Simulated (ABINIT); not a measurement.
# InH (P6_3/mmc): from the cell to the phonon bands, part 2 of 4

How does InH (P6_3/mmc) vibrate, and is this structure a minimum?

ABINIT 10.8.3; DFT LDA, scalar-relativistic, plane waves, HGH norm-conserving pseudopotentials.

So far. Step 5 (Relaxing the cell and atoms): The volume changes by +2.0 % in this run and stands -37.3 % from the first cell. The relaxed cell has a = 3.571, c = 5.651 Å (conventional setting).

The structure was built from a prototype and need not be the compound's stable phase.

**6. Self-consistent run for the response**

The response is built on these wavefunctions, so the potential is converged far more tightly than an energy would need. Smearing stays on, as the first look found no gap above 0.3 eV.

File gs.abi:

```
# ground state
tolvrs 1.0d-16
prtden 1
prtwf 1
prtpot 1

# basis, mesh and filling
ecut 35.0
ixc 7
ngkpt 9 9 6
nshiftk 1
shiftk 0.0 0.0 0.0
istwfk *1
occopt 7
tsmear 0.01
nband 9
nstep 100
diemac 1000000.0
prtebands 0
prtgsr 0
useylm 1

# cell and atoms
acell 3*1.0 Angstrom
rprim 
    3.571330227 2.3958e-06 0.0
    -1.785667188 3.092861504 0.0
    0.0 0.0 5.650594709
ntypat 2
znucl 49 1
natom 4
typat 1 1 2 2
xred 
    1/3 2/3 0.25
    2/3 1/3 0.75
    2/3 1/3 0.25
    1/3 2/3 0.75
pp_dirpath "./pseudo"
pseudos "In.hgh, H.hgh"
```

Command:

```console
$ OMP_NUM_THREADS=1 mpirun -n 4 abinit gs.abi > gs.log
```

Numbers of over 12 decimals in the logs are rounded to 6 here.

gs.abo, the main output file:

```text
[banners, grids, parts of the stress and lines that vanish by symmetry left out]
- input  file    -> gs.abi
- output file    -> gs.abo
- root for input  files -> gsi
[...]
Symmetries : space group P6_3/m m c (#194); Bravais hP (primitive hexag.)
[...]
mpw =        4203          nfft =       77760          nkpt =          48
[...]
== DATASET  1 ==================================================================
[...]
cutoff_energies: {ecut:  35.0, pawecutdg:  -1.0, }
[...]
Exchange-correlation functional for the present dataset will be:
  LDA: Perdew-Wang 92 LSD fit to Ceperley-Alder data - ixc=7
[...]
ETOT  1  -5.189014    -5.189E+00 9.460E-03 2.663E+01
 ETOT  2  -5.194355    -5.341E-03 6.685E-03 1.648E+00
 ETOT  3  -5.194421    -6.613E-05 4.448E-04 5.385E-02
 ETOT  4  -5.194426    -5.108E-06 4.420E-05 2.074E-03
 ETOT  5  -5.194426    -2.561E-07 3.260E-05 3.916E-05
[...]
ETOT 10  -5.194426     1.608E-13 2.736E-06 2.686E-16
 ETOT 11  -5.194426    -1.386E-13 4.485E-06 4.790E-18
 At SCF step   11       vres2   =  4.79E-18 < tolvrs=  1.00E-16 =>converged.
[...]
sigma(1 1)=  9.48724096E-06  sigma(3 2)=  0.00000000E+00
  sigma(2 2)=  9.48724094E-06  sigma(3 1)=  0.00000000E+00
  sigma(3 3)=  1.04362182E-05  sigma(2 1)= -1.63871252E-13
[...]
convergence: {deltae: -1.386E-13, res2:  4.790E-18, residm:  4.485E-06, diffor: null, }
etotal    :  -5.19442642E+00
[...]
sigma(1 1)=  9.48724096E-06  sigma(3 2)=  0.00000000E+00
  sigma(2 2)=  9.48724094E-06  sigma(3 1)=  0.00000000E+00
  sigma(3 3)=  1.04362182E-05  sigma(2 1)= -1.63871252E-13
[...]
- sigma(1 1)=  2.79124266E-01  sigma(3 2)=  0.00000000E+00
- sigma(2 2)=  2.79124265E-01  sigma(3 1)=  0.00000000E+00
- sigma(3 3)=  3.07044140E-01  sigma(2 1)= -4.82125870E-09
[...]
fcart      7.9796072425E-29 -3.4552607199E-28 -0.0000000000E+00
           strten      9.4872409590E-06  9.4872409440E-06  1.0436218213E-05
================================================================================

[key lines of the parts left out:]
pressure_GPa:  -2.8843E-01
```

Wall time 13 s (4 MPI ranks of Arm Neoverse V1, shared host); 53 s of CPU time.

Numbers from this step:

```yaml
pressure: -0.2884 GPa
```

The cell stands at -0.29 GPa: the relaxation ran with a smoothed and higher cutoff, and the difference is a stress of the finite basis.

**7. Zone-centre response**

At q = 0 one unit cell holds all displacements. The response is solved for single atoms along the cell's directions, and symmetry skips those that follow from others. The crystal is treated as a metal, which screens a static field, so no field response is asked.

File dfpt_gamma.abi:

```

# common to the responses
getwfk_filepath "gso_WFK"
kptopt 2
nqpt 1
qpt 0.0 0.0 0.0
asr 0
chneut 0

# displacements
rfphon 1
rfatpol 1 4
rfdir 1 1 1
tolvrs 1.0d-10
prtwf 0

# basis, mesh and filling
ecut 35.0
ixc 7
ngkpt 9 9 6
nshiftk 1
shiftk 0.0 0.0 0.0
istwfk *1
occopt 7
tsmear 0.01
nband 9
nstep 100
diemac 1000000.0
prtebands 0
prtgsr 0
useylm 1

# cell and atoms
acell 3*1.0 Angstrom
rprim 
    3.571330227 2.3958e-06 0.0
    -1.785667188 3.092861504 0.0
    0.0 0.0 5.650594709
ntypat 2
znucl 49 1
natom 4
typat 1 1 2 2
xred 
    1/3 2/3 0.25
    2/3 1/3 0.75
    2/3 1/3 0.25
    1/3 2/3 0.75
pp_dirpath "./pseudo"
pseudos "In.hgh, H.hgh"
```

Command:

```console
$ OMP_NUM_THREADS=1 mpirun -n 4 abinit dfpt_gamma.abi > dfpt_gamma.log
```

dfpt_gamma.abo, the main output file:

```text
[banners, grids, parts of the stress and lines that vanish by symmetry left out]
- input  file    -> dfpt_gamma.abi
- output file    -> dfpt_gamma.abo
- root for input  files -> dfpt_gammai
- root for output files -> dfpt_gammao

 Symmetries : space group P6_3/m m c (#194); Bravais hP (primitive hexag.)
================================================================================
 Values of the parameters that define the memory need of the present run (RF).
     intxc =       0      iscf =       7    lmnmax =      14     lnmax =       6
     mgfft =      60  mpssoang =       3    mqgrid =    3001     natom =       4
  nloc_mem =       1    nspden =       1   nspinor =       1    nsppol =       1
      nsym =      24    n1xccc =       0    ntypat =       2    occopt =       7
   xclevel =       1
-    mband =           9        mffmem =           1         mkmem =          61
-   mkqmem =          61        mk1mem =          61           mpw =        4203
      nfft =       77760          nkpt =         244
- my_mband =           9
================================================================================
================================================================================

--------------------------------------------------------------------------------
------------- Echo of variables that govern the present computation ------------
--------------------------------------------------------------------------------
-
- outvars: echo of selected default values
-   iomode0 =  0 , fftalg0 =312 , wfoptalg0 =  0
-
- outvars: echo of global parameters not present in the input file
-  max_nthreads =    1
-
 -outvars: echo values of preprocessed input variables
 [... echo left out ...]
================================================================================

 chkinp: Checking input parameters for consistency.

[...]
== DATASET  1 ==================================================================
-   mpi_nproc: 4, omp_nthreads: 1 (-1 if OMP is not activated)

--- !DatasetInfo
iteration_state: {dtset: 1, }
dimensions: {natom: 4, nkpt: 244, mband: 9, nsppol: 1, nspinor: 1, nspden: 1, mpw: 4203, }
cutoff_energies: {ecut:  35.0, pawecutdg:  -1.0, }
electrons: {nelect:   8.00000000E+00, charge:   0.00000000E+00, occopt:   7.00000000E+00, tsmear:   1.00000000E-02, }
meta: {optdriver: 1, rfphon: 1, }
...

 mkfilename: getwfk from: gso_WFK

 Exchange-correlation functional for the present dataset will be:
  LDA: Perdew-Wang 92 LSD fit to Ceperley-Alder data - ixc=7
 Citation for XC functional:
  J.P.Perdew and Y.Wang, PRB 45, 13244 (1992)

 Real(R)+Recip(G) space primitive vectors, cartesian coordinates (Bohr,Bohr^-1):
 R(1)=  6.7488360  0.0000045  0.0000000  G(1)=  0.1481736  0.0855482  0.0000000
 R(2)= -3.3744219  5.8446612  0.0000000  G(2)= -0.0000001  0.1710963  0.0000000
 R(3)=  0.0000000  0.0000000 10.6780764  G(3)=  0.0000000  0.0000000  0.0936498
 Unit cell volume ucvol=  4.2119326E+02 bohr^3
 Angles (23,13,12)=  9.00000000E+01  9.00000000E+01  1.20000000E+02 degrees
 setup1 : take into account q-point for computing boxcut.

 getcut: wavevector=  0.0000  0.0000  0.0000  ngfft=  36  36  60
         ecut(hartree)=     35.000   => boxcut(ratio)=   2.00297

--- Pseudopotential description ------------------------------------------------
- pspini: atom type   1  psp file is ./pseudo/In.hgh

- pspini: atom type   2  psp file is ./pseudo/H.hgh

   2.76118077E+02                                ecore*ucvol(ha*bohr**3)
--------------------------------------------------------------------------------

 ==>  initialize data related to q vector <==

 The list of irreducible perturbations for this q vector is:
    1)    idir= 1    ipert=   1
    2)    idir= 3    ipert=   1
    3)    idir= 1    ipert=   3
    4)    idir= 3    ipert=   3

[...]
The perturbation idir=   2  ipert=   1 is
 symmetric of a previously calculated perturbation.
 So, its SCF calculation is not needed.

 The perturbation idir=   1  ipert=   2 is
 symmetric of a previously calculated perturbation.
 So, its SCF calculation is not needed.

 The perturbation idir=   2  ipert=   2 is
 symmetric of a previously calculated perturbation.
 So, its SCF calculation is not needed.

 The perturbation idir=   3  ipert=   2 is
 symmetric of a previously calculated perturbation.
 So, its SCF calculation is not needed.

 The perturbation idir=   2  ipert=   3 is
 symmetric of a previously calculated perturbation.
 So, its SCF calculation is not needed.

 The perturbation idir=   1  ipert=   4 is
 symmetric of a previously calculated perturbation.
 So, its SCF calculation is not needed.

 The perturbation idir=   2  ipert=   4 is
 symmetric of a previously calculated perturbation.
 So, its SCF calculation is not needed.

 The perturbation idir=   3  ipert=   4 is
 symmetric of a previously calculated perturbation.
 So, its SCF calculation is not needed.

--------------------------------------------------------------------------------
 Perturbation wavevector (in red.coord.)   0.000000  0.000000  0.000000
 Perturbation : displacement of atom   1   along direction   1
 Found     2 symmetries that leave the perturbation invariant.

[...]
dfpt_looppert : total number of electrons, from k and k+q
  fully or partially occupied states are    8.000000E+00 and    8.000000E+00.
 Initialisation of the first-order wave-functions :
  ireadwf=   0

--- !BeginCycle
iteration_state: {dtset: 1, }
solver: {iscf: 7, nstep: 100, nline: 4, wfoptalg: 0, }
tolerances: {tolvrs: 1.00E-10, }
...

     iter   2DEtotal(Ha)        deltaE(Ha) residm    vres2
-ETOT  1  0.887660     -2.263E+01 5.412E-01 1.653E+03
 ETOT  2  0.647821     -2.398E-01 4.656E-02 6.085E+01
 ETOT  3  0.636465     -1.136E-02 1.416E-02 1.803E-01
 ETOT  4  0.636425     -4.009E-05 3.871E-02 2.209E-03
 ETOT  5  0.636425     -3.693E-07 1.411E-02 2.433E-05
[...]
At SCF step    8       vres2   =  5.42E-11 < tolvrs=  1.00E-10 =>converged.
[...]
Mean square residual over all n,k,spin=   33.670E-06; max=  38.535E-03

 Thirteen components of 2nd-order total energy (hartree) are
 1,2,3: 0th-order hamiltonian combined with 1st-order wavefunctions
     kin0=   2.36699791E+01 eigvalue=   9.60620193E-01  local=  -6.68858676E+00
 4,5,6: 1st-order hamiltonian combined with 1st and 0th-order wfs
 loc psp =  -1.11474956E+01  Hartree=   1.64438869E+00     xc=  -2.01894808E+00
 note that "loc psp" includes a xc core correction that could be resolved
 7,8,9: eventually, occupation + non-local contributions
    edocc=   1.42441082E+00     enl0=   3.88959449E+00   enl1=  -3.46154213E+01
 1-9 gives the relaxation energy (to be shifted if some occ is /=2.0)
   erelax=  -2.28814584E+01
 10,11,12 Non-relaxation  contributions : frozen-wavefunctions and Ewald
 fr.local=   9.18985659E-01 fr.nonlo=   1.72723103E+01  Ewald=   5.32658734E+00
 13,14 Frozen wf xc core corrections (1) and (2)
 frxc 1  =   0.00000000E+00  frxc 2 =   0.00000000E+00
 Resulting in :
 2DEtotal=    0.6364249082E+00 Ha. Also 2DEtotal=    0.173180039947E+02 eV
    (2DErelax=   -2.2881458394E+01 Ha. 2DEnonrelax=    2.3517883303E+01 Ha)
    (  non-var. 2DEtotal :    6.3642488258E-01 Ha)

[...]
Perturbation wavevector (in red.coord.)   0.000000  0.000000  0.000000
 Perturbation : displacement of atom   1   along direction   3
 Found     6 symmetries that leave the perturbation invariant.

[...]
dfpt_looppert : total number of electrons, from k and k+q
  fully or partially occupied states are    8.000000E+00 and    8.000000E+00.
 Initialisation of the first-order wave-functions :
  ireadwf=   0

--- !BeginCycle
iteration_state: {dtset: 1, }
solver: {iscf: 7, nstep: 100, nline: 4, wfoptalg: 0, }
tolerances: {tolvrs: 1.00E-10, }
...

     iter   2DEtotal(Ha)        deltaE(Ha) residm    vres2
-ETOT  1   130.23753465456      5.039E+01 2.478E-01 1.045E+06
[...]
At SCF step    9       vres2   =  1.35E-11 < tolvrs=  1.00E-10 =>converged.
[...]
Mean square residual over all n,k,spin=   37.978E-07; max=  16.483E-04

 Thirteen components of 2nd-order total energy (hartree) are
 1,2,3: 0th-order hamiltonian combined with 1st-order wavefunctions
     kin0=   5.88909969E+01 eigvalue=   2.31797017E+00  local=  -1.69036589E+01
 4,5,6: 1st-order hamiltonian combined with 1st and 0th-order wfs
 loc psp =  -7.91622295E+01  Hartree=   2.43926489E+01     xc=  -7.69908814E+00
 note that "loc psp" includes a xc core correction that could be resolved
 7,8,9: eventually, occupation + non-local contributions
    edocc=   8.19374556E+00     enl0=   9.83691843E+00   enl1=  -7.88968363E+01
 1-9 gives the relaxation energy (to be shifted if some occ is /=2.0)
   erelax=  -7.90295330E+01
 10,11,12 Non-relaxation  contributions : frozen-wavefunctions and Ewald
 fr.local=   1.51548325E+01 fr.nonlo=   4.03384940E+01  Ewald=   2.43586352E+01
 13,14 Frozen wf xc core corrections (1) and (2)
 frxc 1  =   0.00000000E+00  frxc 2 =   0.00000000E+00
 Resulting in :
 2DEtotal=    0.8224287492E+00 Ha. Also 2DEtotal=    0.223794263529E+02 eV
    (2DErelax=   -7.9029532961E+01 Ha. 2DEnonrelax=    7.9851961710E+01 Ha)
    (  non-var. 2DEtotal :    8.2242878477E-01 Ha)

[...]
Perturbation wavevector (in red.coord.)   0.000000  0.000000  0.000000
 Perturbation : displacement of atom   3   along direction   1
 Found     2 symmetries that leave the perturbation invariant.

[...]
dfpt_looppert : total number of electrons, from k and k+q
  fully or partially occupied states are    8.000000E+00 and    8.000000E+00.
 Initialisation of the first-order wave-functions :
  ireadwf=   0

--- !BeginCycle
iteration_state: {dtset: 1, }
solver: {iscf: 7, nstep: 100, nline: 4, wfoptalg: 0, }
tolerances: {tolvrs: 1.00E-10, }
...

     iter   2DEtotal(Ha)        deltaE(Ha) residm    vres2
-ETOT  1   2.207405     -4.420E+01 4.595E-01 6.377E+03
[...]
At SCF step    9       vres2   =  1.19E-11 < tolvrs=  1.00E-10 =>converged.
[...]
Mean square residual over all n,k,spin=   24.219E-05; max=  27.800E-02

 Thirteen components of 2nd-order total energy (hartree) are
 1,2,3: 0th-order hamiltonian combined with 1st-order wavefunctions
     kin0=   4.89988813E+01 eigvalue=   1.95782338E+00  local=  -1.26256036E+01
 4,5,6: 1st-order hamiltonian combined with 1st and 0th-order wfs
 loc psp =  -9.18969731E+01  Hartree=   9.05019360E+00     xc=  -5.50574220E+00
 note that "loc psp" includes a xc core correction that could be resolved
 7,8,9: eventually, occupation + non-local contributions
    edocc=   3.76660802E+00     enl0=   3.06326018E-01   enl1=   0.00000000E+00
 1-9 gives the relaxation energy (to be shifted if some occ is /=2.0)
   erelax=  -4.59484865E+01
 10,11,12 Non-relaxation  contributions : frozen-wavefunctions and Ewald
 fr.local=   4.16518237E+01 fr.nonlo=   0.00000000E+00  Ewald=   4.75171806E+00
 13,14 Frozen wf xc core corrections (1) and (2)
 frxc 1  =   0.00000000E+00  frxc 2 =   0.00000000E+00
 Resulting in :
 2DEtotal=    0.4550552535E+00 Ha. Also 2DEtotal=    0.123826842656E+02 eV
    (2DErelax=   -4.5948486547E+01 Ha. 2DEnonrelax=    4.6403541800E+01 Ha)
    (  non-var. 2DEtotal :    4.5505524172E-01 Ha)

[...]
Perturbation wavevector (in red.coord.)   0.000000  0.000000  0.000000
 Perturbation : displacement of atom   3   along direction   3
 Found     6 symmetries that leave the perturbation invariant.

--------------------------------------------------------------------------------

--------------------------------------------------------------------------------

 dfpt_looppert : total number of electrons, from k and k+q
  fully or partially occupied states are    8.000000E+00 and    8.000000E+00.
 Initialisation of the first-order wave-functions :
  ireadwf=   0

--- !BeginCycle
iteration_state: {dtset: 1, }
solver: {iscf: 7, nstep: 100, nline: 4, wfoptalg: 0, }
tolerances: {tolvrs: 1.00E-10, }
...

     iter   2DEtotal(Ha)        deltaE(Ha) residm    vres2
-ETOT  1   28.783295270223     -8.499E+01 4.354E-01 2.393E+05
[...]
ETOT  9  -1.442343     -5.244E-12 4.922E-05 4.738E-10
 ETOT 10  -1.442343      5.642E-12 2.295E-03 2.058E-12

 At SCF step   10       vres2   =  2.06E-12 < tolvrs=  1.00E-10 =>converged.
[...]
Mean square residual over all n,k,spin=   52.881E-07; max=  22.950E-04

 Thirteen components of 2nd-order total energy (hartree) are
 1,2,3: 0th-order hamiltonian combined with 1st-order wavefunctions
     kin0=   1.25361571E+02 eigvalue=   5.49844423E+00  local=  -3.20824325E+01
 4,5,6: 1st-order hamiltonian combined with 1st and 0th-order wfs
 loc psp =  -2.30421968E+02  Hartree=   2.27563205E+01     xc=  -1.36297771E+01
 note that "loc psp" includes a xc core correction that could be resolved
 7,8,9: eventually, occupation + non-local contributions
    edocc=   6.91751809E+00     enl0=   3.89339379E-01   enl1=   0.00000000E+00
 1-9 gives the relaxation energy (to be shifted if some occ is /=2.0)
   erelax=  -1.15210984E+02
 10,11,12 Non-relaxation  contributions : frozen-wavefunctions and Ewald
 fr.local=   1.13746522E+02 fr.nonlo=   0.00000000E+00  Ewald=   2.21188701E-02
 13,14 Frozen wf xc core corrections (1) and (2)
 frxc 1  =   0.00000000E+00  frxc 2 =   0.00000000E+00
 Resulting in :
 2DEtotal=   -0.1442343401E+01 Ha. Also 2DEtotal=   -0.392481633870E+02 eV
    (2DErelax=   -1.1521098390E+02 Ha. 2DEnonrelax=    1.1376864050E+02 Ha)
    (  non-var. 2DEtotal :   -1.4423433846E+00 Ha)

[...]
---- first-order wavefunction calculations are completed ----

 ==> Compute Derivative Database <==

 [... matrices left out ...]
  Phonon wavevector (reduced coordinates) :  0.00000  0.00000  0.00000
 Phonon energies in Hartree :
  -3.535786E-03 -1.164675E-03 -4.005297E-04 -4.005297E-04  7.403792E-07
   7.403866E-07  6.437874E-06  3.970426E-04  2.185857E-03  2.185857E-03
   2.528124E-03  2.528124E-03
 Phonon frequencies in cm-1    :
- -7.760153E+02 -2.556167E+02 -8.790610E+01 -8.790610E+01  1.624944E-01
-  1.624961E-01  1.412950E+00  8.714078E+01  4.797402E+02  4.797402E+02
-  5.548590E+02  5.548590E+02

== END DATASET(S) ==============================================================
================================================================================

 -outvars: echo values of variables after computation
            acell      1.8897261259E+00  1.8897261259E+00  1.8897261259E+00 Bohr
           etotal     -1.4423434011E+00
            fcart      0.0000000000E+00  0.0000000000E+00  0.0000000000E+00
           strten      0.0000000000E+00  0.0000000000E+00  0.0000000000E+00
================================================================================
```

Wall time 92 s (4 MPI ranks).

This step gave:

- largest acoustic frequency at the zone centre before the sum rule: 1.41 cm⁻¹
- highest optical zone-centre mode (no LO-TO term): 554.9 cm⁻¹
- lowest optical zone-centre mode: -776.0 cm⁻¹

The acoustic modes at Γ come out as far as 1.4 cm⁻¹ from zero, where they should vanish, a small numerical error. The lowest optical mode is imaginary, 776i cm⁻¹, an instability at this level and on this k mesh.

(Continued in part 3 of 4.)

[Host names and launcher messages were left out of these logs when they were recorded.]

[Logs are printed without paths, hosts, clocks, repeated set-up lines and the standing remarks that a program may print on its own settings, such as how far it seeks lower states.]

[Hosts, paths, dates, database ids (printed as entryN), source tags and the programs' standing remarks are cut or masked in the printed files.]
